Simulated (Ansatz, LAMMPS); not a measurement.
**What do other settings change for glassy 66SiO2-6Al2O3-14Na2O-14Li2O (mol %) (109 atoms)?**

Density of this cell: 2.50 g/cm³. The cell holds 109 atoms: 23 Si, 4 Al, 10 Na, 10 Li and 62 O. Its edges and angles: a = 11.072 Å, b = 11.072 Å, c = 11.072 Å, α = 90.0°, β = 90.0°, γ = 90.0°. 109 atoms (23 Si, 4 Al, 10 Na, 10 Li, 62 O) placed at random at 2.41 g/cm³, melted at 4000 K for 10 ps at fixed volume with the Morse and Coulomb pair potential with partial charges (Pedone, Malavasi, Menziani, Cormack and Segre, J. Phys. Chem. B 110, 11780 (2006)). Quenched from 4000 K to 300 K at 50 K/ps and fixed volume, held 10 ps at zero pressure, then minimised at fixed cell.

Geometry: as built.

Reference run: Kohn-Sham DFT, PBE, PAW (set soft_2), plane waves (Ansatz 0.2.0), cutoff 420 eV, Γ point, fixed occupations.

* r.m.s. force component: 0.8748 eV/Å
* pressure: 6.16 GPa
* gap (highest filled to lowest empty level): 2.457 eV
* SCF cycles: 9
* time: 21 s on 4 threads of Arm Neoverse V2, shared host

**Question.** The same geometry is run again with each of these changes. How far do the results move, and how long does each run take?
- support functions low
- support functions medium
- support functions medium, spacing 0.33 Å
- support functions medium, spacing 0.275 Å

Each row is set against the plane-wave reference (Kohn-Sham DFT, PBE, PAW (set soft_2), plane waves; r.m.s. force component 0.875 eV/Å). Energies are set beside the reference only for runs with its functional, potentials and electron count. Times are for 4 threads of Arm Neoverse V2, shared host. The reference's time includes the DOS, ELF, the stress and grids, which some other runs skip.

```tsv
run	Δ force, r.m.s. (meV/Å)	share of r.m.s. force (%)	Δ energy (meV/atom)	Δ gap (eV)	cycles	time	host memory (GiB)
reference	-	-	-	-	9	21 s	1.8
support functions low	0.494	0.0565	-4.07	1.0e-4	13	1.7 min	3.7
support functions medium	0.404	0.0462	-4.09	3.0e-4	14	3 min	5.2
support functions medium, spacing 0.33 Å	40.6	4.64	14.1	-0.0274	15	64 s	2.3
support functions medium, spacing 0.275 Å	2.91	0.332	-6.55	1.0e-4	15	84 s	2.9
```

Among numerical settings the force difference runs from 0.40 meV/Å (support functions medium) to 41 meV/Å (support functions medium, spacing 0.33 Å). At 109 atoms the fastest of the runs at a preset level, support functions low, takes roughly 5.0 times the time of plane waves (whose run also made extra analyses), in 13 SCF cycles against 9. Differences between support functions and plane waves include what basis error the plane-wave run still has. 

[Long decimals in the printed logs are rounded to 6 places.]

[Logs are printed without paths, hosts, clocks, repeated set-up lines and the standing remarks that a program may print on its own settings, such as how far it seeks lower states.]

[Hosts, paths, dates, database ids (printed as entryN), source tags and the programs' standing remarks are cut or masked in the printed files.]
